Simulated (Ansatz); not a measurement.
# A hypothetical structure for K3F, part 2 of 2

This structure for K3F is made up. Its elements were placed in a known structure type with a cell scaled to their sizes. What cell does the guess relax to, and how far off was it?

Ansatz 0.2.0; DFT, r2SCAN, plane-wave PAW, files of the set soft_1, scalar-relativistic, no spin, cell and ions relaxed at zero pressure; PAW set soft_1 (the session's first sound run).

So far: Set-up; Relaxation of the guess. The relaxed cell has a = 5.696 Å (conventional setting).

## Step 3: Bands of the relaxed cell

A second self-consistent run takes a narrower smearing and the mesh shown in its input; the bands follow along the standard path of the relaxed lattice.

This step: DFT, r2SCAN, plane-wave PAW, files of the set soft_1, scalar-relativistic, no spin, bands and density of states at the relaxed cell; PAW set soft_1 (Ansatz 0.2.0).

input.yaml

```yaml
crystal:
  lattice:
    - [5.6963191246, 0.0, 0.0]
    - [0.0, 5.6963191246, 0.0]
    - [0.0, 0.0, 5.6963191246]
  atoms:
    - { symbol: K, position: [0.5, 0.5, 0.0] }
    - { symbol: K, position: [0.5, 0.0, 0.5] }
    - { symbol: K, position: [0.0, 0.5, 0.5] }
    - { symbol: F, position: [0.0, 0.0, 0.0] }
kpoints:
  mp_grid: { grid: [6, 6, 6] }
  band_path:
    path:
      - [[0.0, 0.0, 0.0], [0.0, 0.5, 0.0], [0.5, 0.5, 0.0], [0.0, 0.0, 0.0], [0.5, 0.5, 0.5], [0.0, 0.5, 0.0]]
      - [[0.5, 0.5, 0.0], [0.5, 0.5, 0.5]]
    npoints: 13
scf:
  occupations: { method: fermi_dirac, width: 0.03 }
  n_extra_bands: 8
hamiltonian:
  xc: r2scan
  pseudopotentials: { kind: paw, azcp: { folder: soft_1 } }
output:
  forces: true
  stress: true
  write_bands: true
  dos: { projected: true }
  write_density: true
  write_potential: true
  elf: true
  volumetric_format: npy
```

Run with:

```
$ ansatz run input.yaml --threads 4 --pin off --max-ram 10240MiB --backend cpu --events-out ev --progress --plain --runs-dir out
```

Numbers of over 12 decimals in the logs are rounded to 6 here.

What it wrote:

```text
[...]
Crystal: 4 atoms, lattice volume = 184.834 Å³
Basis set: ecut = 500 eV, 4697 PW (Γ), exchange–correlation on 180×180×180 points (64 copies of the dense FFT grid, shifted against one another)
Bands: 25, of which v1, the nominal top of the filled ones, is band 17 counted from 1 (16 counted from 0)
Symmetry: 48 space group operations
[...]
k-points: 20 of 216
[...]
SCF iter   1: F=—  HF=-5439.947795 eV  |F-HF|=—  |Δ(HF+E_count)|=         —  Δρ=5.30e-2  dr2=7.09e0  dr2_τ=2.39e-1  ethr=3.10e-3  ⟨swp⟩=6.9  Hψ=2528  notcnv=0  defer=1
[...]
SCF iter   9: F=-5437.416979 eV  HF=-5437.416979 eV  |F-HF|=2.92e-8  |Δ(HF+E_count)|=   7.99e-7  Δρ=4.04e-6  dr2=3.95e-8  dr2_τ=1.71e-9  ethr=2.94e-10  ⟨swp⟩=13.5  Hψ=3682  notcnv=0
SCF 1 converged in 9 iterations: F = -5437.416979 eV  dr2 = 3.95e-8
[...]
NSCF: frozen V_eff on 80 k-points
SCF converged after 9 iterations
Free energy (F): -5437.416979 eV
[...]
Internal energy: -5437.413984 eV  (E = F + TS)
E sigma→0 (E₀):  -5437.415482 eV
Entropy (-TS):   -0.002994 eV (-0.749 meV/atom)
Fermi energy:    3.073154 eV
[...]
--- Stress (GPa, compression-positive) ---
       -0.021727       0.000000       0.000000
        0.000000      -0.021727       0.000000
        0.000000       0.000000      -0.021727
  P = ⅓ Tr σ = -0.0217 GPa (-0.217 kbar)
--- Band table (eV; the first three rows and the last of 20) ---
  k-point 0: bands = [... 13 lower, -0.6623, -0.6623, -0.6623, 0.9446, 4.1831, 4.9255, 4.9255, 5.9008, ... 4 higher]
  k-point 1: bands = [... 13 lower, -0.6935, -0.6635, -0.6635, 1.1215, 4.0968, 4.7444, 5.0796, 5.8955, ... 4 higher]
  k-point 2: bands = [... 13 lower, -0.7491, -0.6659, -0.6659, 1.5876, 3.4815, 4.8511, 5.4783, 5.8882, ... 4 higher]
  k-point 19: bands = [... 13 lower, -0.7033, -0.7033, -0.7033, 3.7861, 3.9744, 3.9744, 3.9744, 5.1290, ... 4 higher]
```

It took 6 s on 4 threads of INTEL XEON PLATINUM 8581C at 2.10GHz (Emerald Rapids), shared host; peak memory 0.94 GiB.

This step gave:

- free energy: -5437.4170 eV
- energy at zero smearing: -5437.4155 eV
- smearing term TS: 0.002994 eV
- Fermi energy: 3.073 eV
- pressure: -0.02173 GPa

bands.tsv at the labelled points (eV, zero at the Fermi level; the bands that come nearest the Fermi level along the path):

| point | band 14 | band 15 | band 16 | band 17 | band 18 | band 19 | band 20 | band 21 |
| --- | --- | --- | --- | --- | --- | --- | --- | --- |
| Γ | -3.74 | -3.74 | -3.74 | -2.13 | 1.11 | 1.85 | 1.85 | 2.83 |
| X | -3.85 | -3.74 | -3.74 | -1.07 | -0.12 | 1.92 | 2.70 | 2.81 |
| M | -3.81 | -3.81 | -3.74 | -0.26 | 0.69 | 0.69 | 1.42 | 2.56 |
| Γ | -3.74 | -3.74 | -3.74 | -2.13 | 1.11 | 1.85 | 1.85 | 2.83 |
| R | -3.78 | -3.78 | -3.78 | 0.71 | 0.90 | 0.90 | 0.90 | 2.06 |
| X | -3.85 | -3.74 | -3.74 | -1.07 | -0.12 | 1.92 | 2.70 | 2.81 |
| M | -3.81 | -3.81 | -3.74 | -0.26 | 0.69 | 0.69 | 1.42 | 2.56 |
| R | -3.78 | -3.78 | -3.78 | 0.71 | 0.90 | 0.90 | 0.90 | 2.06 |

Counts of states for the cell as run, both spins, by energy window (eV from the Fermi level):

```
from  to  total
  -8  -7   0.00
  -7  -6   0.00
  -6  -5   0.00
  -5  -4   0.00
  -4  -3   6.00
  -3  -2   0.00
  -2  -1   0.83
  -1   0   1.11
   0   1   2.09
   1   2   3.22
   2   3   6.01
```

A further 26.0 states lie below the table's range.

Electrostatic potential energy in the ac plane at fractional y = 0.000, with atoms of K and F within 0.2 Å of it. With pseudopotentials it is smooth inside the atoms' cores, unlike the true potential.

Ten even steps from '_' (-41 eV) to '@' (8 eV), each cell a mean:
```
__--@@@@@@@@@@@@@@@@@@@@@@@@##..
**%%@@@@@@@@@@@@@@@@@@@@@@@@@@##
@@@@@@@@@@@@@@@@@@@@@@@@@@@@@@@@
@@@@@@@@@@@@%%%%%%%%%%@@@@@@@@@@
@@@@@@@@@@%%%%####%%%%%%@@@@@@@@
@@@@@@@@%%%%**====++##%%%%@@@@@@
@@@@@@%%%%##--____..++%%%%@@@@@@
@@@@@@%%%%**..______==##%%@@@@@@
@@@@@@%%%%##::______==##%%@@@@@@
@@@@@@@@%%##++::..--**%%%%@@@@@@
@@@@@@@@%%%%####**##%%%%@@@@@@@@
@@@@@@@@@@%%%%%%%%%%%%@@@@@@@@@@
@@@@@@@@@@@@@@%%%%%%@@@@@@@@@@@@
%%@@@@@@@@@@@@@@@@@@@@@@@@@@@@@@
::++@@@@@@@@@@@@@@@@@@@@@@@@%%--
__::%%@@@@@@@@@@@@@@@@@@@@@@**__
```
Columns run along a (5.7 Å; values clipped at the 3rd and 97th percentile), rows up along c (5.7 Å). Atoms in or near the plane, at fractional coordinates: K at (0.50, 0.50), F at (0.00, 0.00).

Valence density in the ac plane at fractional y = 0.000, with atoms of K and F within 0.2 Å of it. It is the smooth field of the valence electrons, not physical close to the nuclei.

Ten steps, logarithmic in the rise over the least value, from '_' (0 e/Å³) to '@' (12 e/Å³), each cell a mean:
```
@@##--..__________________::++%%
**==::____________________..--++
::::..______________________..::
________________________________
____________....::..____________
__________..--==++==::__________
__________::++**##**==..________
__________--**######++::________
__________--**####**==..________
__________::==****++--..________
____________::----::..__________
________________________________
....__________________________..
==--..____________________..::--
%%**--..__________________::==##
@@%%==..__________________::**@@
```
Columns run along a (5.7 Å), rows up along c (5.7 Å). Atoms in or near the plane, at fractional coordinates: K at (0.50, 0.50), F at (0.00, 0.00).

ELF in the ac plane at fractional y = 0.000, with atoms of K and F within 0.2 Å of it. It is the smooth field of the valence electrons, not physical close to the nuclei.

Ten even steps from '0' (0.01) to '9' (0.87), each cell a mean:
```
7984100000002688
8863000000001478
6531000000000246
3210000000000012
0000002554100000
0000038999610000
0000179999940000
0000289879950000
0000279989950000
0000059999820000
0000015787300000
1100000221000001
5420000000000134
8752000000001368
8974100000002589
6885100000003687
```
Columns run along a (5.7 Å), rows up along c (5.7 Å). Atoms in or near the plane, at fractional coordinates: K at (0.50, 0.50), F at (0.00, 0.00).

## Step 4: Summary of results

```json
{
  "space group, relaxed": "Pm-3m",
  "conventional cell": "a = 5.696, b = 5.696, c = 5.696 Å; α = 90.0°, β = 90.0°, γ = 90.0°",
  "volume per atom": "46.21 Å³ (guess 53.03)"
}
```

In words: K3F relaxes to Pm-3m with a = 5.696, b = 5.696 and c = 5.696 Å. The guessed volume was 15 % too large. The space group Pm-3m was held in the relaxation, so the end point is a stationary structure within it and may be a saddle against distortions or other arrangements. Bands cross the Fermi level, so it is a metal or semimetal at this level. On the 6×6×6 mesh with the narrower smearing (relaxed on 5×5×5) the forces vanish, as symmetry may demand, and the largest stress component is 0.022 GPa, within the relaxation's thresholds of 0.015 eV/Å and 0.05 GPa. The cutoff wasn't tested. No dispersion term is used, so weakly bound directions may come out too long. Nothing here tests whether the compound is stable against decomposition.

[Logs are printed without paths, hosts, clocks, repeated set-up lines and the standing remarks that a program may print on its own settings, such as how far it seeks lower states.]

[Hosts, paths, dates, database ids (printed as entryN), source tags and the programs' standing remarks are cut or masked in the printed files.]
